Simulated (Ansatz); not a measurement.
## Sn wire along [111], 14 atoms a period, H-terminated: bands by functional

What gap, if any, does the Sn wire along [111], 14 atoms a period, H-terminated have, and how does it change with the functional?

Program: Ansatz 0.2.0. Level of theory: DFT PBE, plane waves, PAW; relaxation of a wire's period; PAW set soft_1, in the first sound run; inputs show where later runs differ. Results are calculated unless marked as measured.

Report form: the programs' logs are mostly left out.

### 1. Starting point

The cell holds 32 atoms: 14 Sn and 18 H. Its edges and angles: a = 14.360 Å, b = 15.530 Å, c = 11.518 Å, α = 90.0°, β = 90.0°, γ = 90.0°. Vacuum lies along a and b. The structure's axis is c.

### 2. Relaxing the period

Band widths follow the bond lengths, so the wire is relaxed first. The atoms and the third cell vector are free; the box across stays fixed as vacuum. A Fermi-Dirac smearing is set since the result may be a metal. The pressure printed is a third of the stress's trace over the whole box, vacuum included; only the stress along the axis is relaxed.

input.yaml

```yaml
crystal:
  lattice:
    - [14.36, 0.0, 0.0]
    - [0.0, 15.53, 0.0]
    - [0.0, 0.0, 11.5181378703]
  atoms:
    - { symbol: Sn, position: [0.336272216, 0.412578325, 0.0] }
    - { symbol: Sn, position: [0.499999935, 0.674798331, 0.0] }
    - { symbol: Sn, position: [0.336272216, 0.412578325, 0.25] }
    - { symbol: Sn, position: [0.499999935, 0.674798331, 0.25] }
    - { symbol: Sn, position: [0.663727654, 0.412578325, 0.25] }
    - { symbol: H, position: [0.236768802, 0.64051194, 0.282688573] }
    - { symbol: H, position: [0.499999935, 0.218931101, 0.282688573] }
    - { symbol: H, position: [0.763231067, 0.64051194, 0.282688573] }
[... 20 atom lines left out ...]
    - { symbol: H, position: [0.599503348, 0.727918609, 0.94935524] }
    - { symbol: H, position: [0.663727654, 0.30633777, 0.94935524] }
    - { symbol: H, position: [0.763231067, 0.465698603, 0.94935524] }
    - { symbol: Sn, position: [0.663727654, 0.412578325, 0.0] }
kpoints:
  mp_grid: { grid: [1, 1, 7] }
scf:
  occupations: { method: fermi_dirac, width: 0.05 }
hamiltonian:
  xc: pbe
  pseudopotentials: { kind: paw, azcp: { folder: soft_1 } }
relax:
  cell: { fix: [a, b, alpha, beta, gamma] }
  max_steps: 45
  f_tol: 0.03
```

The run is started by

```
> ansatz run input.yaml --threads 4 --pin off --max-ram 16384MiB --backend cpu --events-out ev --progress --plain --runs-dir out
```

The job ended after 95 s (4 threads of Intel Xeon Platinum 8488C (Sapphire Rapids), shared host; peak memory 5.9 GiB).

The steps of the relaxation:

| step | energy less that of the first step (eV) | largest force component (eV/Å) | pressure (GPa) | volume (Å³) |
| --- | --- | --- | --- | --- |
| 1 | 0.0000 | 0.2141 | -0.38 | 2568.67 |
| 2 | 0.3930 | 0.9396 | 0.55 | 2549.24 |
| 3 | -0.1600 | 0.0611 | -0.04 | 2565.28 |
| 4 | -0.1566 | 0.0831 | 0.02 | 2571.82 |
| 5 | -0.1651 | 0.0031 | 0.00 | 2567.23 |
| 6* | -0.1650 | 0.0031 | 0.00 | 2567.23 |

Relaxation steps marked * repeat the geometry before them on a plane-wave basis chosen anew for their cell, so energy and pressure can jump there. Relaxation steps 2, 4 were tried and not accepted.

Forces are held to the 4 operations that the run works with; a distortion that breaks them can't arise in this run.

| cell as run | before | after | change |
| --- | --- | --- | --- |
| c (Å) | 11.518 | 11.512 | -0.1 % |

The atoms that moved most (Å, along periodic axes as changes of fractional coordinates times the final cell, across vacuum about the mean position):

| atom | dx | dy | dz | length |
| --- | --- | --- | --- | --- |
| H9 | 0.063 | 0.037 | -0.018 | 0.075 |
| H6 | 0.063 | -0.037 | 0.018 | 0.075 |
| H11 | -0.063 | 0.037 | -0.018 | 0.075 |
| H8 | -0.063 | -0.037 | 0.018 | 0.075 |
| H10 | 0.000 | -0.072 | -0.018 | 0.075 |
| H7 | 0.000 | 0.072 | 0.018 | 0.075 |
| Sn32 | -0.056 | 0.032 | 0.030 | 0.071 |
| Sn17 | -0.056 | -0.032 | -0.030 | 0.071 |

This step gave:

```
cell length along the wire : 11.51 Å
```

The cell's length comes to 11.512 Å with spin left out.

### 3. The wire at its relaxed period

This step: DFT PBE, plane waves, PAW; bands of a perfect wire; PAW set soft_1 (Ansatz 0.2.0).

At the relaxed period the bands are computed along the axis; those that cross an energy going forward count the channels that a perfect wire would open there.

input.yaml

```yaml
crystal:
  lattice:
    - [14.36, 0.0, 0.0]
    - [0.0, 15.53, 0.0]
    - [0.0, 0.0, 11.511684274]
  atoms:
    - { symbol: Sn, position: [0.340150438, 0.414641831, 0.002639394] }
    - { symbol: Sn, position: [0.5, 0.670685624, 0.002614959] }
    - { symbol: Sn, position: [0.340064085, 0.414582018, 0.248724708] }
    - { symbol: Sn, position: [0.5, 0.670823169, 0.248699479] }
    - { symbol: Sn, position: [0.659935915, 0.414582018, 0.248724708] }
    - { symbol: H, position: [0.241178898, 0.638136186, 0.284237274] }
    - { symbol: H, position: [0.5, 0.223591003, 0.284236064] }
    - { symbol: H, position: [0.758821102, 0.638136186, 0.284237274] }
[... 20 atom lines left out ...]
    - { symbol: H, position: [0.596768103, 0.725359322, 0.95124475] }
    - { symbol: H, position: [0.662676284, 0.309815418, 0.95126561] }
    - { symbol: H, position: [0.75945454, 0.464776569, 0.951287823] }
    - { symbol: Sn, position: [0.659849562, 0.414641831, 0.002639394] }
kpoints:
  mp_grid: { grid: [1, 1, 7] }
  band_path: { path: ["Γ", Z], npoints: 90 }
scf:
  occupations: { method: fermi_dirac, width: 0.05 }
hamiltonian:
  xc: pbe
  pseudopotentials: { kind: paw, azcp: { folder: soft_1 } }
output:
  dos: { e_range: [-5, 4] }
  write_potential: true
  write_density: true
  volumetric_format: npy
```

The job ended after 3.2 min (4 threads; peak memory 11 GiB).

This step gave:

```yaml
band_gap: 2.266 eV
```

Electronic bands along the path, in eV, zero at the Fermi level; v1 is the highest filled band, c1 the lowest empty one:

| point | v4 | v3 | v2 | v1 | c1 | c2 | c3 | c4 |
| --- | --- | --- | --- | --- | --- | --- | --- | --- |
| Γ | -1.86 | -1.81 | -1.81 | -1.12 | 1.15 | 1.87 | 1.88 | 1.89 |
| halfway | -1.86 | -1.67 | -1.67 | -1.34 | 1.21 | 1.62 | 1.62 | 1.89 |
| Z | -1.85 | -1.85 | -1.60 | -1.60 | 1.33 | 1.54 | 1.55 | 1.66 |

The gap is 2.27 eV, with spin left out.

On this path the gap is direct, 2.27 eV, with the valence top at Γ and the conduction bottom at Γ.

### 4. Levels at the same atoms, cutoff 500 eV, k-mesh 1×1×6

This step: DFT r2SCAN, plane waves, PAW; bands of a perfect wire at the PBE geometry; PAW set soft_1 (Ansatz 0.2.0).

The atoms stay at the PBE geometry and the functional changes. r2SCAN also reads the kinetic-energy density; it often gives larger moments and wider gaps than PBE, at a higher cost. Against the first PBE run of this kind, the cutoff is 500 eV against 420 and the mesh along the wire has 6 points against 7.

Edit input.yaml of step 3 so:

```diff
@@ -39,3 +39,3 @@
 kpoints:
-  mp_grid: { grid: [1, 1, 7] }
+  mp_grid: { grid: [1, 1, 6] }
   band_path: { path: ["Γ", Z], npoints: 90 }
@@ -44,8 +44,3 @@
 hamiltonian:
-  xc: pbe
+  xc: r2scan
   pseudopotentials: { kind: paw, azcp: { folder: soft_1 } }
-output:
-  dos: { e_range: [-5, 4] }
-  write_potential: true
-  write_density: true
-  volumetric_format: npy
```

Elapsed: 5.6 min, on 4 threads; peak memory 11 GiB; 22 min of CPU time.

This step gave:

```
band gap : 2.608 eV
```

Electronic bands along the path, in eV, zero at the Fermi level; v1 is the highest filled band, c1 the lowest empty one:

| point | v4 | v3 | v2 | v1 | c1 | c2 | c3 | c4 |
| --- | --- | --- | --- | --- | --- | --- | --- | --- |
| Γ | -2.08 | -2.02 | -2.01 | -1.28 | 1.33 | 2.02 | 2.02 | 2.06 |
| halfway | -2.07 | -1.87 | -1.87 | -1.52 | 1.37 | 1.78 | 1.78 | 2.08 |
| Z | -2.07 | -2.05 | -1.80 | -1.80 | 1.45 | 1.70 | 1.70 | 1.87 |

The gap is 2.61 eV, against 2.27 eV under PBE at the relaxed period.

### 5. Another level of theory, level HSE06, cutoff 420 eV

This step: DFT HSE06, plane waves, PAW; levels of a perfect wire at the PBE geometry; PAW set soft_1 (Ansatz 0.2.0).

The atoms stay at the PBE geometry and the functional changes. HSE06 mixes in a quarter of short-range exact exchange, which removes part of the self-interaction that closes gaps; it is dear, so the mesh is thinner and no path is run. Against the first PBE run of this kind, the mesh along the wire has 3 points against 7.

Edit input.yaml of step 4 so:

```diff
@@ -39,4 +39,3 @@
 kpoints:
-  mp_grid: { grid: [1, 1, 6] }
-  band_path: { path: ["Γ", Z], npoints: 90 }
+  mp_grid: { grid: [1, 1, 3] }
 scf:
@@ -44,3 +43,3 @@
 hamiltonian:
-  xc: r2scan
+  xc: hse06
   pseudopotentials: { kind: paw, azcp: { folder: soft_1 } }
```

Elapsed: 12 min, on 4 threads; peak memory 9.8 GiB; 48 min of CPU time.

This step gave:

```
band gap : 2.989 eV
```

The gap is 2.99 eV, against 2.27 eV under PBE at the relaxed period.

### 6. Summary of results

```yaml
cell_length_pbe: 11.51 Å
gap_pbe: 2.27 eV
gap_r2scan: 2.61 eV
gap_hse06: 2.99 eV
```

Under PBE the cell's length is 11.51 Å, and a gap of 2.27 eV makes it a semiconductor. At the relaxed period the wire is gapped under every functional, from 2.27 eV (PBE) to 2.99 eV (HSE06). Weak screening in one dimension makes quasiparticle gaps larger than the semilocal gaps, as a rule. A hybrid's gap is read on a coarse mesh, without a band path.

[Logs are printed without paths, hosts, clocks, repeated set-up lines and the standing remarks that a program may print on its own settings, such as how far it seeks lower states.]

[Hosts, paths, dates, database ids (printed as entryN), source tags and the programs' standing remarks are cut or masked in the printed files.]
